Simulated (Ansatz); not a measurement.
# Decaying states in the gap of Rb2TeH2O, part 2 of 4

Aim: relax a made-up compound, Rb2TeH2O, and see how good a tunnel barrier it would be. It is built by putting Te for part of the O in the RbHO structure of space group P2_1/m, with the volume rescaled by atomic radii. The parent structure comes from the Materials Project.

Ansatz 0.2.0; PBE DFT, plane waves, PAW files (the session's first sound run).

So far. Step 2 (Relaxing the new crystal): The largest force component on a free atom ends at 0.0031 eV/Å.

The structure was built from a prototype and need not be the compound's stable phase.

### 3. The bulk crystal and its band edges

The energy window and the wavevectors of the next steps follow from the band edges, so these are searched first, off the mesh as well.

input.yaml

```yaml
crystal:
  lattice:
    - [4.7039505439, 0.0, 0.0177401266]
    - [0.0, 5.127586439, 0.0]
    - [-1.6166068648, 0.0, 7.524082211]
  atoms:
    - { symbol: Rb, position: [0.0155882811, 0.25, 0.2443744238] }
    - { symbol: Rb, position: [0.7182000504, 0.75, 0.6282727797] }
    - { symbol: H, position: [0.6342063231, 0.25, 0.8597392976] }
    - { symbol: H, position: [0.6095927419, 0.75, 0.1797109321] }
    - { symbol: Te, position: [0.2698442549, 0.25, 0.7972672136] }
    - { symbol: O, position: [0.7525683486, 0.75, 0.2906353531] }
kpoints:
  mp_grid: { grid: [6, 6, 4] }
  band_path: { path: [VBM, CBM], npoints: 30 }
scf:
  occupations: { method: fixed }
hamiltonian:
  xc: pbe
output:
  eigenvalues: true
  write_potential: true
  write_density: true
  volumetric_format: npy
  elf: true
```

Started as:

```bash
$ ansatz run input.yaml --threads 2 --pin off --max-ram 4096MiB --backend cpu --events-out ev --progress --plain --runs-dir out
```

Numbers of over 12 decimals in the logs are rounded to 6 here.

Log:

```text
[...]
Crystal: 6 atoms, lattice volume = 181.627 Å³
Basis set: ecut = 420 eV, 3563 PW (Γ)
Bands: 27, of which v1, the nominal top of the filled ones, is band 21 counted from 1 (20 counted from 0)
Symmetry: 2 space group operations
[...]
k-points: 56 of 144 (time reversal used)
[...]
SCF iter   1: F=—  HF=-14116.507042 eV  |F-HF|=—  |Δ(HF+E_count)|=         —  Δρ=1.83e-3  dr2=9.91e-3  ethr=1.77e-3  ⟨swp⟩=5.0  Hψ=6276  notcnv=0  defer=206
[...]
SCF iter   7: F=-14116.505511 eV  HF=-14116.505511 eV  |F-HF|=4.20e-8  |Δ(HF+E_count)|=   1.13e-6  Δρ=3.60e-6  dr2=2.50e-8  ethr=2.38e-10  ⟨swp⟩=11.1  Hψ=8990  notcnv=0
SCF 1 converged in 7 iterations: F = -14116.505511 eV  dr2 = 2.50e-8
[...]
NSCF: frozen V_eff on 80 k-points
[...]
SCF converged after 7 iterations
Free energy (F): -14116.505511 eV
[...]
Internal energy: -14116.505511 eV  (E = F + TS)
E sigma→0 (E₀):  -14116.505511 eV
Fermi energy:    1.947237 eV
[...]
--- Band table (eV; the first three rows and the last of 56) ---
  k-point 0: bands = [... 17 lower, 1.4189, 1.6781, 1.7125, 1.9365, 4.1738, 4.8945, 6.6066, 8.1197, ... 2 higher]
  k-point 1: bands = [... 17 lower, 1.3069, 1.6687, 1.6960, 1.9421, 4.2927, 5.1832, 6.6049, 7.6619, ... 2 higher]
  k-point 2: bands = [... 17 lower, 1.2075, 1.6597, 1.6811, 1.9472, 4.3479, 5.8983, 6.1264, 7.6111, ... 2 higher]
  k-point 55: bands = [... 17 lower, 1.4787, 1.4828, 1.5658, 1.6689, 6.3530, 6.6824, 7.1377, 7.3349, ... 2 higher]
```

The job ended after 51 s (2 threads of Arm Neoverse V2, shared host; peak memory 0.55 GiB).

In the SCF lines HF is the Harris–Foulkes energy and dr2 the Hartree energy of the density residual, in eV; the loop may stop once dr2 is under the threshold and the program's other checks hold. Hψ counts applications of the Hamiltonian.

This step gave:

```
Fermi energy        : 1.947 eV
gap on the k-mesh   : 2.227 eV
gap on path         : 2.227 eV, by band count; negative where bands overlap
direct gap on path  : 2.237 eV
edge places on path : 0, 0.4172 1/A along the path
```

Electronic bands along the path, in eV, zero at the Fermi level (highest filled level under fixed occupations); v1 is the highest filled band, c1 the lowest empty one:

```
  point     v4     v3     v2     v1    c1    c2    c3    c4
    VBM  -0.74  -0.29  -0.27   0.00  2.40  3.95  4.18  5.66
halfway  -0.64  -0.28  -0.25  -0.01  2.35  3.24  4.66  5.71
    CBM  -0.53  -0.27  -0.23  -0.01  2.23  2.95  4.66  6.17
```

Electrostatic potential energy in the ac plane at fractional y = 0.250, with atoms of Rb and H and Te within 0.2 Å of it. With pseudopotentials it is smooth inside the atoms' cores, unlike the true potential.

Values in eV, 22 rows by 14 columns, each cell a mean:
```
  6   5   4   2   0   0   2   4   4   4   4   5   5   6
  5   3  -3 -11 -13 -13  -7   0  -2  -7   0   4   5   6
  3  -5 -13  -4   1  -7 -16  -7 -26 -37  -7   4   5   5
 -1 -13  -3   7   7   4 -15 -10 -23 -24  -1   4   5   4
 -4 -14   3   7   7   4 -15  -5   0   2   4   5   5   3
 -4 -15  -3   6   3  -9 -11   1   4   5   5   5   5   3
  0  -9 -14 -11 -12 -10  -1   4   6   6   6   5   5   4
  3   1  -3  -5  -2   2   4   6   6   6   6   5   5   5
  5   5   5   5   5   6   6   6   6   6   6   5   5   5
  6   6   6   6   6   6   6   6   6   6   5   5   6   6
  5   6   6   6   6   6   6   6   6   6   5   5   5   5
  4   4   4   5   5   5   6   6   6   6   5   5   5   5
  1   1   2   3   4   5   5   6   6   6   5   5   4   3
 -9  -9  -5   0   3   4   5   5   6   5   5   3   1  -3
-46 -44 -23  -5   1   4   5   5   5   5   4   1  -8 -29
-62 -62 -43  -9   1   4   5   5   5   5   3  -4 -27 -59
-62 -62 -42  -7   1   4   5   5   5   4   1  -9 -43 -62
-62 -53 -22  -2   3   5   5   6   5   4   1  -8 -37 -62
-31 -16  -4   2   4   5   6   6   5   4   2  -3 -14 -29
 -4  -1   2   4   5   6   6   6   6   5   4   1  -2  -5
  3   4   5   6   6   6   6   6   6   5   5   4   3   2
  5   6   6   6   5   5   6   6   6   6   5   5   5   5
```
Columns run along a (4.7 Å; values clipped at the 3rd and 97th percentile), rows up along c (7.7 Å). Atoms in or near the plane, at fractional coordinates: Rb at (0.02, 0.24), H at (0.63, 0.86), Te at (0.27, 0.80).

Valence density in the ac plane at fractional y = 0.250, with atoms of Rb and H and Te within 0.2 Å of it. It is the smooth field of the valence electrons, not physical close to the nuclei.

Values in e/Å³, 22 rows by 14 columns, each cell a mean:
```
 0  0  0  0  0  0  0  0  0  0  0  0  0  0
 0  0  0  1  1  1  0  0  0  0  0  0  0  0
 0  0  1  3  4  3  1  1  1  1  0  0  0  0
 0  1  4 10 12  6  1  1  1  1  0  0  0  0
 0  1  6 14 13  6  1  1  0  0  0  0  0  0
 0  1  3  7  6  2  1  0  0  0  0  0  0  0
 0  1  1  2  1  1  0  0  0  0  0  0  0  0
 0  0  0  0  0  0  0  0  0  0  0  0  0  0
 0  0  0  0  0  0  0  0  0  0  0  0  0  0
 0  0  0  0  0  0  0  0  0  0  0  0  0  0
 0  0  0  0  0  0  0  0  0  0  0  0  0  0
 0  0  0  0  0  0  0  0  0  0  0  0  0  0
 0  0  0  0  0  0  0  0  0  0  0  0  0  0
 1  1  0  0  0  0  0  0  0  0  0  0  0  0
 2  2  1  0  0  0  0  0  0  0  0  0  1  1
 2  2  2  1  0  0  0  0  0  0  0  0  1  2
 1  2  2  1  0  0  0  0  0  0  0  1  2  2
 2  2  1  0  0  0  0  0  0  0  0  1  2  2
 1  1  0  0  0  0  0  0  0  0  0  0  1  1
 0  0  0  0  0  0  0  0  0  0  0  0  0  0
 0  0  0  0  0  0  0  0  0  0  0  0  0  0
 0  0  0  0  0  0  0  0  0  0  0  0  0  0
```
Columns run along a (4.7 Å), rows up along c (7.7 Å). Atoms in or near the plane, at fractional coordinates: Rb at (0.02, 0.24), H at (0.63, 0.86), Te at (0.27, 0.80).

ELF in the ac plane at fractional y = 0.250, with atoms of Rb and H and Te within 0.2 Å of it. It is the smooth field of the valence electrons, not physical close to the nuclei.

Ten even steps from '0' (0.03 × 1e-1) to '9' (9.98 × 1e-1), each cell a mean:
```
36887655787200
57765447999511
66532247999512
65300137999303
54100136896103
54311345652013
55544555320013
67777764200013
67888763100013
35666642000001
01112210000000
00000000000000
44310000000013
88763000000257
88875100001588
35885100003787
04885100004884
57872000005886
88730000003788
75200110001467
10013442000022
01467753321000
```
Columns run along a (4.7 Å), rows up along c (7.7 Å). Atoms in or near the plane, at fractional coordinates: Rb at (0.02, 0.24), H at (0.63, 0.86), Te at (0.27, 0.80).

The searched edges give 2.23 eV, as on the mesh.

### 4. Complex bands, plane (001), k-mesh 6×6×4

This step: PBE DFT, plane waves, PAW files; complex bands by layer matching along the plane's normal (Ansatz 0.2.0).

The same crystal is laid in a cell whose first two vectors span the (001) plane (indices of the standard conventional cell, whose axes can be ordered otherwise than in the bulk input). At fixed energy and wavevector in the plane the solver finds all kz, real and complex. A few wavevectors are listed, (0, 0) and (0.5, 0) in units of the plane's reciprocal vectors; the slowest state needn't be among them.

Edit input.yaml of step 3 so:

```diff
@@ -2,5 +2,5 @@
   lattice:
-    - [4.7039505439, 0.0, 0.0177401266]
+    - [4.703983996, 0.0, 0.0]
     - [0.0, 5.127586439, 0.0]
-    - [-1.6166068648, 0.0, 7.524082211]
+    - [-1.58821981, 0.0, 7.530125411]
   atoms:
@@ -14,3 +14,2 @@
   mp_grid: { grid: [6, 6, 4] }
-  band_path: { path: [VBM, CBM], npoints: 30 }
 scf:
@@ -21,5 +20,6 @@
   eigenvalues: true
-  write_potential: true
-  write_density: true
-  volumetric_format: npy
-  elf: true
+  transmission:
+    leads: [[0, 0]]
+    kpoints: [[0.0, 0.0], [0.5, 0.0]]
+    e_range: [-1.0, 3.23]
+    de: 0.11
```

Log:

```text
[...]
Crystal: 6 atoms, lattice volume = 181.627 Å³
Basis set: ecut = 420 eV, 3563 PW (Γ)
Bands: 27, of which v1, the nominal top of the filled ones, is band 21 counted from 1 (20 counted from 0)
Symmetry: 2 space group operations
[...]
k-points: 56 of 144 (time reversal used)
[...]
SCF iter   1: F=—  HF=-14116.506910 eV  |F-HF|=—  |Δ(HF+E_count)|=         —  Δρ=1.83e-3  dr2=9.92e-3  ethr=1.77e-3  ⟨swp⟩=5.0  Hψ=6276  notcnv=0  defer=206
[...]
SCF iter   7: F=-14116.505511 eV  HF=-14116.505511 eV  |F-HF|=4.19e-8  |Δ(HF+E_count)|=   1.13e-6  Δρ=3.59e-6  dr2=2.49e-8  ethr=2.38e-10  ⟨swp⟩=11.1  Hψ=8990  notcnv=0
SCF 1 converged in 7 iterations: F = -14116.505511 eV  dr2 = 2.49e-8
[...]
transmission: 13 of 26 steps passed
transmission: 26 of 26 steps passed
SCF converged after 7 iterations
Free energy (F): -14116.505511 eV
[...]
Internal energy: -14116.505511 eV  (E = F + TS)
E sigma→0 (E₀):  -14116.505511 eV
Fermi energy:    1.947237 eV
[...]
--- Band table (eV; the first three rows and the last of 56) ---
  k-point 0: bands = [... 17 lower, 1.4189, 1.6781, 1.7125, 1.9365, 4.1738, 4.8945, 6.6066, 8.1197, ... 2 higher]
  k-point 1: bands = [... 17 lower, 1.3069, 1.6687, 1.6960, 1.9421, 4.2927, 5.1832, 6.6049, 7.6619, ... 2 higher]
  k-point 2: bands = [... 17 lower, 1.2075, 1.6597, 1.6811, 1.9472, 4.3479, 5.8983, 6.1264, 7.6111, ... 2 higher]
  k-point 55: bands = [... 17 lower, 1.4787, 1.4828, 1.5658, 1.6689, 6.3530, 6.6824, 7.1377, 7.3349, ... 2 higher]
--- Transmission ---
  basis      : 207 plane waves across, 13 finite elements along
  points     : 2, as listed
  energies   : 39 from -1.000000 to 3.180000 eV about the Fermi level, 0.110000 eV apart; the leads are filled to 1.113281 eV, and channels, transmission and decay are at 1.090000 eV
  crystal 0  : H2Rb2O1Te1, at the sites [0, 0], period 7.5301 Å: whole cells are its period
    offset         : up to 0.0000 Å between an atom of the period and one for which it stands
    channels       : 0.000000e0 a spin
    conductance    : none, the energies end too early or step too widely for 300 K: set another output.transmission.e_range or a lower de, or, where they end at an eighth of basis.ecutwfc, a higher one
    slowest decay  : 0.2949 /Å at (0.0000, 0.0000)
```

The job ended after 36 s (2 threads; peak memory 0.67 GiB; 61 s of CPU time).

This step gave:

```
level to which the leads are filled                       : 1.113 eV from the Fermi level
decay constant at the filling level, zone centre          : 0.2949 Å⁻¹
decay constant at the filling level, slowest listed point : 0.2949 Å⁻¹
```

K parallel (0, 0); values up to 1.5 1/Å, a degenerate pair printed once or twice; energies at which all values exceed this have no row. The Im kz of the slowest decaying states by energy, zero at the highest filled level on the SCF mesh:

```
energy (eV)  decay 1 (Å⁻¹)  decay 2 (Å⁻¹)  decay 3 (Å⁻¹)  decay 4 (Å⁻¹)
      -1.00          0.281          0.677          0.783          0.895
      -0.78          0.120          0.615          0.711          0.900
      -0.67          0.576          0.665          0.902          0.940
      -0.45          0.142          0.459          0.521          0.907
      -0.34          0.206          0.339           0.36          0.910
      -0.12          0.248          0.390          0.394          0.923
      -0.01          0.269          0.462          0.945          0.954
       0.21          0.292          0.530          0.790          0.901
       0.32          0.299          0.550          0.833          0.913
       0.54          0.305          0.577          0.787          0.890
       0.65          0.306          0.586          0.779          0.878
       0.87          0.303          0.598          0.772          0.853
       0.98          0.300          0.601          0.770          0.839
       1.20          0.289          0.605          0.765          0.811
       1.31          0.281          0.605          0.762          0.796
       1.53          0.262          0.603          0.755          0.765
       1.64          0.249          0.600          0.749          0.752
       1.86          0.214          0.592          0.712          0.743
       1.97          0.190          0.587          0.678          0.704
       2.19         0.0850          0.555          0.573          0.726
       2.30          0.485          0.564          0.722          0.726
       2.52          0.297          0.540          0.709          0.719
       2.63          0.312          0.523          0.703          0.714
       2.85          0.137          0.477          0.688          0.703
       2.96          0.487          0.680          0.696          0.918
       3.18          0.491          0.664          0.682          0.902
```

K parallel (0.5, 0); values up to 1.5 1/Å, a degenerate pair printed once or twice; energies at which all values exceed this have no row. Im kz of the slowest decaying states against energy, zero at the highest filled level on the SCF mesh:

```
energy (eV)  decay 1 (Å⁻¹)  decay 2 (Å⁻¹)  decay 3 (Å⁻¹)  decay 4 (Å⁻¹)
      -1.00          0.437          0.658          0.680          0.856
      -0.78          0.348          0.609          0.644          0.704
      -0.56          0.536          0.543          0.603          0.893
      -0.34         0.0421          0.376          0.553          0.881
      -0.12          0.294          0.471          0.522          0.860
      -0.01          0.152          0.501          0.528          0.846
       0.10          0.443          0.518          0.538          0.828
       0.21          0.529          0.549          0.563          0.802
       0.43          0.539          0.567          0.733          0.933
       0.65          0.542          0.581          0.761          0.929
       0.87          0.540          0.590          0.778          0.923
       1.09          0.536          0.595          0.788          0.917
       1.31          0.529          0.598          0.794          0.910
       1.53          0.519          0.597          0.797          0.902
       1.75          0.508          0.595          0.796          0.893
       1.97          0.494          0.590          0.794          0.883
       2.08          0.487          0.586          0.793          0.878
       2.30          0.470          0.578          0.788          0.868
       2.52          0.450          0.567          0.782          0.856
       2.74          0.426          0.554          0.774          0.844
       2.96          0.397          0.537          0.766          0.832
       3.18          0.357          0.516          0.756          0.819
```

At the listed wavevectors the last open channel is at -0.01 eV and the next at +2.30 eV on the grid. At +1.09 eV, the grid energy nearest the filling level (the middle of the gap on the SCF mesh), the slowest state at the listed wavevectors decays with κ = 0.295 Å⁻¹, its amplitude falling by e over 3.4 Å. Through 1 nm of this crystal that state's transmission falls by exp(−2 × 0.295 Å⁻¹ × 10 Å) = 0.0027.

### 5. Decay over the two-dimensional zone

The listed points could miss the slowest state, so one energy near mid-gap is solved on a mesh of 10×10.

Edit input.yaml of step 4 so:

```diff
@@ -20,6 +20,2 @@
   eigenvalues: true
-  transmission:
-    leads: [[0, 0]]
-    kpoints: [[0.0, 0.0], [0.5, 0.0]]
-    e_range: [-1.0, 3.23]
-    de: 0.11
+  transmission: { leads: [[0, 0]], kmesh: [10, 10], e_range: [1.11, 1.12], de: 0.05 }
```

Log:

```text
[...]
Crystal: 6 atoms, lattice volume = 181.627 Å³
Basis set: ecut = 420 eV, 3563 PW (Γ)
Bands: 27, of which v1, the nominal top of the filled ones, is band 21 counted from 1 (20 counted from 0)
Symmetry: 2 space group operations
[...]
k-points: 56 of 144 (time reversal used)
[...]
SCF iter   1: F=—  HF=-14116.506910 eV  |F-HF|=—  |Δ(HF+E_count)|=         —  Δρ=1.83e-3  dr2=9.92e-3  ethr=1.77e-3  ⟨swp⟩=5.0  Hψ=6276  notcnv=0  defer=206
[...]
SCF iter   7: F=-14116.505511 eV  HF=-14116.505511 eV  |F-HF|=4.19e-8  |Δ(HF+E_count)|=   1.13e-6  Δρ=3.59e-6  dr2=2.49e-8  ethr=2.38e-10  ⟨swp⟩=11.1  Hψ=8990  notcnv=0
SCF 1 converged in 7 iterations: F = -14116.505511 eV  dr2 = 2.49e-8
[...]
transmission: 52 of 468 steps passed
transmission: 104 of 468 steps passed
[...]
transmission: 468 of 468 steps passed
SCF converged after 7 iterations
Free energy (F): -14116.505511 eV
[...]
Internal energy: -14116.505511 eV  (E = F + TS)
E sigma→0 (E₀):  -14116.505511 eV
Fermi energy:    1.947237 eV
[...]
--- Band table (eV; the first three rows and the last of 56) ---
  k-point 0: bands = [... 17 lower, 1.4189, 1.6781, 1.7125, 1.9365, 4.1738, 4.8945, 6.6066, 8.1197, ... 2 higher]
  k-point 1: bands = [... 17 lower, 1.3069, 1.6687, 1.6960, 1.9421, 4.2927, 5.1832, 6.6049, 7.6619, ... 2 higher]
  k-point 2: bands = [... 17 lower, 1.2075, 1.6597, 1.6811, 1.9472, 4.3479, 5.8983, 6.1264, 7.6111, ... 2 higher]
  k-point 55: bands = [... 17 lower, 1.4787, 1.4828, 1.5658, 1.6689, 6.3530, 6.6824, 7.1377, 7.3349, ... 2 higher]
--- Transmission ---
  basis      : 207 plane waves across, 13 finite elements along
  points     : 36, standing for a mesh of 10 x 10
  energies   : 1 from 1.110000 to 1.110000 eV about the Fermi level; the leads are filled to 1.113281 eV, and channels, transmission and decay are at 1.110000 eV
[...]
channels       : 0.000000e0 a spin
    conductance    : none, crystal 0 has no channel at the energies, or these end too early or step too widely for 300 K: set another output.transmission.e_range or a lower de, or, where they end at an eighth of basis.ecutwfc, a higher one
    slowest decay  : 0.2939 /Å at (0.0000, 0.0000)
```

Run time: 57 s. Hardware: 2 threads; peak memory 0.74 GiB; 1.9 min of CPU time.

Numbers from this step:

```
least decay constant on the mesh : 0.2939 Å⁻¹
```

Slowest decay constant (1/Å; 0 where a channel is open) over k1 and k2. At 1.1100 eV from the Fermi level.

Values, 10 rows by 10 columns:
```
0.549 0.509 0.469 0.434 0.409 0.399 0.409 0.434 0.469 0.509
0.542 0.509 0.462 0.419 0.388 0.375 0.388 0.419 0.462 0.509
0.537 0.506 0.453 0.397 0.358 0.342 0.358 0.397 0.453 0.506
0.535 0.502 0.444 0.376 0.329 0.309 0.329 0.376 0.444 0.502
0.535 0.501 0.440 0.366 0.315 0.294 0.315 0.366 0.440 0.501
0.535 0.502 0.444 0.376 0.329 0.309 0.329 0.376 0.444 0.502
0.537 0.506 0.453 0.397 0.358 0.342 0.358 0.397 0.453 0.506
0.542 0.509 0.462 0.419 0.388 0.375 0.388 0.419 0.462 0.509
0.549 0.509 0.469 0.434 0.409 0.399 0.409 0.434 0.469 0.509
0.552 0.509 0.471 0.440 0.417 0.407 0.417 0.440 0.471 0.509
```
Columns: k1 (b1) from -0.5 to 0.4; rows upwards: k2 (b2) from -0.5 to 0.4.

The least value on the mesh is 0.294 Å⁻¹ at +1.11 eV. At that energy the listed points give about 0.294 Å⁻¹ by interpolation, so the mesh holds no clearly slower state.

(Continued in part 3 of 4.)

[Logs are printed without paths, hosts, clocks, repeated set-up lines and the standing remarks that a program may print on its own settings, such as how far it seeks lower states.]

[Hosts, paths, dates, database ids (printed as entryN), source tags and the programs' standing remarks are cut or masked in the printed files.]
